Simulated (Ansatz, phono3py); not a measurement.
# Heat carried by phonons in KI (Fm-3m), part 3 of 3

Aim: the lattice thermal conductivity of KI against temperature, and which phonons carry it.

Experimental results on record:
- thermal conductivity 2.6 W/m/K near room temperature (given in “Combining the AFLOW GIBBS and Elastic Libraries to efficiently and robustly screen thermo-mechanical properties of solids”, 2017, arXiv:1611.05714)
- thermal conductivity 2.6 W/m/K near room temperature (given in “Predicting the lattice thermal conductivity of solids by solving the Boltzmann transport equation: AFLOW - AAPL an automated, accurate and efficient framework”, 2017, arXiv:1611.05481)

Ansatz 0.2.0; DFT LDA, scalar-relativistic, plane waves, PAW; PAW set soft_1.

So far, κ at 300 K (relaxation time) (W/m/K): step 6 (a cheap rung, q-mesh of the transport sums 9×9×9, supercell …) 6.11. Also highest frequency (cm⁻¹): step 6 146. The relaxed cell has a = 6.818 Å (conventional setting).

## 7. A cheap rung, q-mesh of the transport sums 15×15×15, q-mesh 4×4×4

A small supercell and a short cutoff cost little, and show how far such settings carry.

input.yaml reads:

```yaml
crystal:
  lattice:
    - [0.0, 3.4089447823, 3.4089447823]
    - [3.4089447823, 0.0, 3.4089447823]
    - [3.4089447823, 3.4089447823, 0.0]
  atoms:
    - { symbol: K, position: [0.0, 0.0, 0.0] }
    - { symbol: I, position: [0.5, 0.5, 0.5] }
kpoints:
  mp_grid: { grid: [4, 4, 4] }
hamiltonian:
  xc: lda
  pseudopotentials: { kind: paw, azcp: { folder: soft_1 }, xc_functional: pbe }
scf:
  occupations: { method: fixed }
  lower_state_search: "off"
output:
  eigenvalues: true
phonons:
  method: fd
  dielectric: true
  qmesh: [4, 4, 4]
  temperatures: { t_max: 1000, t_step: 50 }
  qpath:
    path:
      - [[0.0, 0.0, 0.0], [0.5, 0.0, 0.5], [0.625, 0.25, 0.625]]
      - [[0.375, 0.375, 0.75], [0.0, 0.0, 0.0], [0.5, 0.5, 0.5], [0.5, 0.25, 0.75], [0.5, 0.0, 0.5]]
    npoints: 10
  third_order: { supercell: [2, 2, 2], pair_cutoff: 3.559 }
  lattice_thermal_conductivity:
    qmesh: [15, 15, 15]
    temperatures: [100.0, 150.0, 200.0, 300.0, 400.0, 500.0]
    isotope_mass_variance: [{ species: I, variance: 0.0 }, { species: K, variance: 0.000164 }]
```

Launch:

```console
$ ansatz run input.yaml --threads 8 --pin off --max-ram 19456MiB --backend cpu --events-out ev --progress --plain --runs-dir out
```

Numbers of over 12 decimals in the logs are rounded to 6 here.

Log:

```text
[...]
Crystal: 8 atoms, lattice volume = 316.920 Å³
Basis set: ecut = 420 eV, 6151 PW (Γ), FFT grids on a1, a2, −2a1−2a2+a3
Bands: 63, of which v1, the nominal top of the filled ones, is band 52 counted from 1 (51 counted from 0)
Symmetry: 32 space group operations
k-points: 9 of 16
[...]
SCF iter   1: F=—  HF=-35420.707010 eV  |F-HF|=—  |Δ(HF+E_count)|=         —  Δρ=1.52e-8  dr2=2.98e-13  ethr=1.00e-12  ⟨swp⟩=3.0  Hψ=1458  notcnv=0
[...]
SCF iter   2: F=-35420.707010 eV  HF=-35420.707010 eV  |F-HF|=1.46e-11  |Δ(HF+E_count)|=  7.28e-12  Δρ=7.00e-9  dr2=7.54e-14  ethr=1.00e-12  ⟨swp⟩=3.0  Hψ=1176  notcnv=0
SCF 1 converged in 2 iterations: F = -35420.707010 eV  dr2 = 7.54e-14
[...]
Crystal: 2 atoms, lattice volume = 79.230 Å³
Basis set: ecut = 420 eV, 1471 PW (Γ), exchange–correlation on 72×72×72 points (8 copies of the dense FFT grid, shifted against one another)
Bands: 17, of which v1, the nominal top of the filled ones, is band 13 counted from 1 (12 counted from 0)
Symmetry: 48 space group operations
k-points: 13 of 64 (irreducible under 8 space group operations, time reversal used)
[...]
SCF iter   4: F=-8855.176753 eV  HF=-8855.176753 eV  |F-HF|=2.36e-11  |Δ(HF+E_count)|=  3.09e-11  Δρ=1.98e-7  dr2=2.49e-11  ethr=1.00e-12  ⟨swp⟩=7.5  Hψ=918  notcnv=0
SCF 2 converged in 4 iterations: F = -8855.176753 eV  dr2 = 2.49e-11
[...]
Bands: 14, of which v1, the nominal top of the filled ones, is band 13 counted from 1 (12 counted from 0)
k-points: 10 of 64 (irreducible under 12 space group operations)
[...]
Eigensolver: Dense (10 Hₖ)
SCF iter   1: F=—  HF=-8855.173581 eV  |F-HF|=—  |Δ(HF+E_count)|=         —  Δρ=1.04e-4  dr2=6.15e-6  ethr=1.00e-1
[...]
SCF iter   3: F=-8855.173581 eV  HF=-8855.173581 eV  |F-HF|=6.97e-8  |Δ(HF+E_count)|=   2.90e-7  Δρ=1.98e-5  dr2=9.57e-8  ethr=1.80e-9
SCF 1 converged in 3 iterations: F = -8855.173581 eV  dr2 = 9.57e-8
[...]
Symmetry: 1 space group operations
k-points: 10 of 16 (time reversal used)
[...]
SCF iter   7: F=-35420.707005 eV  HF=-35420.707005 eV  |F-HF|=7.28e-12  |Δ(HF+E_count)|=  7.28e-12  Δρ=1.40e-8  dr2=5.76e-13  ethr=1.00e-12  ⟨swp⟩=5.6  Hψ=2553  notcnv=0
SCF 2 converged in 7 iterations: F = -35420.707005 eV  dr2 = 5.76e-13
[...]
SCF iter   7: F=-35420.707005 eV  HF=-35420.707005 eV  |F-HF|=0.00e0  |Δ(HF+E_count)|=  7.28e-12  Δρ=1.08e-8  dr2=5.30e-13  ethr=1.00e-12  ⟨swp⟩=5.8  Hψ=2520  notcnv=0
SCF 3 converged in 7 iterations: F = -35420.707005 eV  dr2 = 5.30e-13
Basis set: ecut = 420 eV, 6123 PW (Γ), FFT grids on a1, a2, −a1+2a2+a3
Symmetry: 16 space group operations
k-points: 7 of 16
SCF iter   1: F=—  HF=-35420.707010 eV  |F-HF|=—  |Δ(HF+E_count)|=         —  Δρ=1.80e-7  dr2=3.73e-11  ethr=1.00e-12  ⟨swp⟩=3.0  Hψ=1088  notcnv=0
[...]
SCF iter   2: F=-35420.707010 eV  HF=-35420.707010 eV  |F-HF|=7.28e-12  |Δ(HF+E_count)|=  1.46e-11  Δρ=9.13e-8  dr2=8.48e-12  ethr=1.00e-12  ⟨swp⟩=4.0  Hψ=1277  notcnv=0
SCF 4 converged in 2 iterations: F = -35420.707010 eV  dr2 = 8.48e-12
Symmetry: 2 space group operations
k-points: 7 of 16 (time reversal used)
[...]
SCF iter   7: F=-35420.707005 eV  HF=-35420.707005 eV  |F-HF|=0.00e0  |Δ(HF+E_count)|=    0.00e0  Δρ=1.28e-8  dr2=5.50e-13  ethr=1.00e-12  ⟨swp⟩=5.9  Hψ=1810  notcnv=0
SCF 5 converged in 7 iterations: F = -35420.707005 eV  dr2 = 5.50e-13
[...]
SCF 6 converged in 7 iterations: F = -35420.707005 eV  dr2 = 5.34e-13
[...]
SCF 7 converged in 6 iterations: F = -35420.707005 eV  dr2 = 5.30e-12
[...]
SCF 8 converged in 7 iterations: F = -35420.707005 eV  dr2 = 3.17e-13
Basis set: ecut = 420 eV, 6089 PW (Γ), FFT grids on a1, a2, −2a1+2a2+a3
Symmetry: 64 space group operations
k-points: 6 of 16
[...]
SCF 9 converged in 2 iterations: F = -35420.707010 eV  dr2 = 5.98e-14
[...]
SCF iter   2: F=—  HF=-70841.413003 eV  |F-HF|=—  |Δ(HF+E_count)|=   2.15e-4  Δρ=1.95e-4  dr2=7.13e-5  ethr=3.92e-7  ⟨swp⟩=2.0  Hψ=1200  notcnv=0  defer=112
[...]
SCF iter   6: F=-70841.413347 eV  HF=-70841.413347 eV  |F-HF|=2.91e-11  |Δ(HF+E_count)|=   8.86e-9  Δρ=2.99e-7  dr2=7.20e-10  ethr=1.00e-12  ⟨swp⟩=3.2  Hψ=2807  notcnv=0
SCF 32 converged in 6 iterations: F = -70841.413347 eV  dr2 = 7.20e-10
[...]
SCF iter   7: F=-70841.412429 eV  HF=-70841.412429 eV  |F-HF|=0.00e0  |Δ(HF+E_count)|=  6.40e-10  Δρ=1.32e-7  dr2=1.44e-10  ethr=1.00e-12  ⟨swp⟩=4.0  Hψ=3408  notcnv=0
SCF 33 converged in 7 iterations: F = -70841.412429 eV  dr2 = 1.44e-10
[...]
SCF iter   7: F=-70841.412789 eV  HF=-70841.412789 eV  |F-HF|=7.28e-11  |Δ(HF+E_count)|=  5.82e-10  Δρ=1.56e-7  dr2=2.06e-10  ethr=1.00e-12  ⟨swp⟩=4.0  Hψ=2566  notcnv=0
SCF 34 converged in 7 iterations: F = -70841.412789 eV  dr2 = 2.06e-10
[...]
SCF iter   7: F=-70841.412097 eV  HF=-70841.412097 eV  |F-HF|=0.00e0  |Δ(HF+E_count)|=  3.64e-10  Δρ=1.40e-7  dr2=1.53e-10  ethr=1.00e-12  ⟨swp⟩=4.0  Hψ=2384  notcnv=0
SCF 35 converged in 7 iterations: F = -70841.412097 eV  dr2 = 1.53e-10
[...]
SCF iter   7: F=-70841.412401 eV  HF=-70841.412401 eV  |F-HF|=0.00e0  |Δ(HF+E_count)|=  4.37e-10  Δρ=1.48e-7  dr2=1.83e-10  ethr=1.00e-12  ⟨swp⟩=4.0  Hψ=3408  notcnv=0
SCF 36 converged in 7 iterations: F = -70841.412401 eV  dr2 = 1.83e-10
[...]
SCF iter   7: F=-70841.412762 eV  HF=-70841.412762 eV  |F-HF|=2.91e-11  |Δ(HF+E_count)|=  4.95e-10  Δρ=1.44e-7  dr2=1.40e-10  ethr=1.00e-12  ⟨swp⟩=4.0  Hψ=2436  notcnv=0
SCF 37 converged in 7 iterations: F = -70841.412762 eV  dr2 = 1.40e-10
[...]
SCF iter   7: F=-70841.412430 eV  HF=-70841.412430 eV  |F-HF|=1.46e-11  |Δ(HF+E_count)|=  6.98e-10  Δρ=1.37e-7  dr2=1.51e-10  ethr=1.00e-12  ⟨swp⟩=4.0  Hψ=3528  notcnv=0
SCF 38 converged in 7 iterations: F = -70841.412430 eV  dr2 = 1.51e-10
[...]
SCF iter   7: F=-70841.412408 eV  HF=-70841.412408 eV  |F-HF|=0.00e0  |Δ(HF+E_count)|=  5.53e-10  Δρ=1.46e-7  dr2=1.80e-10  ethr=1.00e-12  ⟨swp⟩=4.0  Hψ=3423  notcnv=0
SCF 39 converged in 7 iterations: F = -70841.412408 eV  dr2 = 1.80e-10
[...]
SCF iter   7: F=-70841.412017 eV  HF=-70841.412017 eV  |F-HF|=1.46e-11  |Δ(HF+E_count)|=  5.09e-10  Δρ=1.46e-7  dr2=1.73e-10  ethr=1.00e-12  ⟨swp⟩=4.0  Hψ=2646  notcnv=0
SCF 40 converged in 7 iterations: F = -70841.412017 eV  dr2 = 1.73e-10
SCF converged after 2 iterations
Free energy (F): -35420.707010 eV
[...]
Internal energy: -35420.707010 eV  (E = F + TS)
E sigma→0 (E₀):  -35420.707010 eV
Fermi energy:    2.942438 eV
[...]
--- Band table (eV; the first three rows and the last of 9) ---
  k-point 0: bands = [... 48 lower, 2.5023, 2.9424, 2.9424, 2.9424, 6.8103, 7.4455, 8.6859, 9.1269, ... 7 higher]
  k-point 1: bands = [... 48 lower, 2.7002, 2.7002, 2.7002, 2.7002, 7.9538, 7.9538, 8.3325, 8.3325, ... 7 higher]
  k-point 2: bands = [... 48 lower, 2.6875, 2.6875, 2.6875, 2.6875, 8.0904, 8.0904, 8.2558, 8.2558, ... 7 higher]
  k-point 8: bands = [... 48 lower, 2.4863, 2.4863, 2.4863, 2.4863, 8.3057, 8.3057, 9.2212, 9.2212, ... 7 higher]
--- Phonons: 12 displaced members + 5 references (amplitude of the first 0.0025 Å, Σ member SCF iterations 83) ---
  ASR residual: 4.408e-4 → 0.000e0 eV/Å²; symmetrization residual: 3.023e-4 eV/Å²
  largest component of a force at the reference: 1.0e-28 eV/Å
  ASR residual per site (eV/Å²): 4.08e-4 4.41e-4
  Γ frequencies (cm⁻¹): 0.00 0.00 0.00 114.72 114.72 114.72
[...]
ε∞ (high-frequency dielectric tensor):
        3.120429    -0.000000     0.000000
       -0.000000     3.120429    -0.000000
        0.000000    -0.000000     3.120429
[...]
Born effective charges Z* (e; rows j = field, columns β = displacement):
    site 0:
         1.10429   -0.00000   -0.00000
         0.00000    1.10429   -0.00000
         0.00000    0.00000    1.10429
    site 1:
        -1.10429    0.00000    0.00000
        -0.00000   -1.10429    0.00000
        -0.00000   -0.00000   -1.10429
  Z* charge neutrality: 8.499e-4 e pre-enforcement
[...]
optical modes at Γ without the LO–TO term, one row a degenerate level:
      ω (cm⁻¹)  modes    IR ((D/Å)²/amu)
        114.72      3             2.8238
  optical modes at Γ + LO–TO along q̂ = [1.0000, 0.0000, 0.0000]:
      ω (cm⁻¹)  modes    IR ((D/Å)²/amu)
        114.72      2             1.8825
        145.88      1             0.9413
  optical modes at Γ + LO–TO along q̂ = [0.0000, 1.0000, 0.0000]:
      ω (cm⁻¹)  modes    IR ((D/Å)²/amu)
        114.72      2             1.8825
        145.88      1             0.9413
  optical modes at Γ + LO–TO along q̂ = [0.0000, 0.0000, 1.0000]:
      ω (cm⁻¹)  modes    IR ((D/Å)²/amu)
        114.72      2             1.8825
        145.88      1             0.9413
--- Phonons (by wavevector): 8 wavevectors in 5 supercells ---
  supercell 1 (4 cells, vectors [1, 0, 0], [-1, 1, 1], [0, 0, 4] in multiples of the cell's): 2 displaced members by 0.0025 Å; free energy -35420.707010 eV; taken off its force constants: by the sum rule 9.6e-5, by the symmetrisation 2.5e-4 eV/Å²
[...]
q = [0.0000, 0.0000, 0.0000] (star 1, supercell 1; hermiticity 1.22e-22, symmetrization 1.22e-5): -0.00 -0.00 0.00 114.72 114.72 114.72
[...]
joined force constants: q→R imaginary residual 5.90e-18
[...]
38 force-constant blocks with the first atom in the home cell, fitted with 6 parameters over 4 symmetry orbits; no atom triplet left out
[...]
100.00           18.5152         19.9892           9          converged          5.811e-1
      150.00           11.8932         12.8515           9          converged          5.715e-1
      200.00            8.8127          9.5292           9          converged          5.672e-1
      300.00            5.8403          6.3194           9          converged          5.632e-1
      400.00            4.3847          4.7454           9          converged          5.612e-1
      500.00            3.5192          3.8087           9          converged          5.601e-1
```

Wall time 1.7 min (8 threads of Arm Neoverse V1, shared host); peak memory 2.7 GiB.

This step gave:

```
zero-point energy                          : 0.03083 eV/cell
κ at 300 K (relaxation time)               : 5.84 W/m/K
κ at 300 K (full solution)                 : 6.319 W/m/K
mean free path at half of κ                : 37.6 nm
share of κ above the three lowest branches : 0.023
largest relative sum-rule correction       : 0.03123
```

W/m/K. Kappa, by row:

```tsv
T (K)	RTA xx	RTA yy	RTA zz	full xx	full yy	full zz	coherence part xx	coherence part yy	coherence part zz	ending	iterations	least Ritz value
100	18.52	18.52	18.52	19.99	19.99	19.99	0.01729	0.01729	0.01729	converged	9	0.581
150	11.89	11.89	11.89	12.85	12.85	12.85	0.02488	0.02488	0.02488	converged	9	0.572
200	8.813	8.813	8.813	9.529	9.529	9.529	0.03108	0.03108	0.03108	converged	9	0.567
300	5.84	5.84	5.84	6.319	6.319	6.319	0.04119	0.04119	0.04119	converged	9	0.563
400	4.385	4.385	4.385	4.745	4.745	4.745	0.04926	0.04926	0.04926	converged	9	0.561
500	3.519	3.519	3.519	3.809	3.809	3.809	0.05583	0.05583	0.05583	converged	9	0.56
```

This rung gives 5.84 W/(m K) at 300 K by relaxation time, but with 16 atoms, 1 neighbour distance inside the cutoff and a 15×15×15 mesh it is a test, not the conductivity of the crystal.

Between step 6 and this run (q-mesh of the transport sums 15×15×15 and q-mesh 4×4×4) the value for the κ at 300 K (relaxation time) moves from 6.11 W/m/K to 5.84 W/m/K (-4 %).

## 8. The ladder

Ladder, by row:

```tsv
cells or q mesh	k mesh	pair cutoff	atoms in the supercell	q-mesh of the transport sums	κ at 300 K (relaxation time) (W/m/K)	κ at 300 K (full solution) (W/m/K)	core-minutes
2x2x2	4x4x4	3.559	16	9×9×9	6.106	6.459	10.4
4x4x4	4x4x4	3.559	16	15×15×15	5.84	6.319	12.9
```

## 9. Summary of results

| Property | Result |
| --- | --- |
| conductivity | not obtained on sound settings |

**Reading.** No conductivity was obtained: no run with a large enough supercell and cutoff finished.

[Logs are printed without paths, hosts, clocks, repeated set-up lines and the standing remarks that a program may print on its own settings, such as how far it seeks lower states.]

[Hosts, paths, dates, database ids (printed as entryN), source tags and the programs' standing remarks are cut or masked in the printed files.]

[A step with changed settings may run another functional than the one named; its input shows which.]
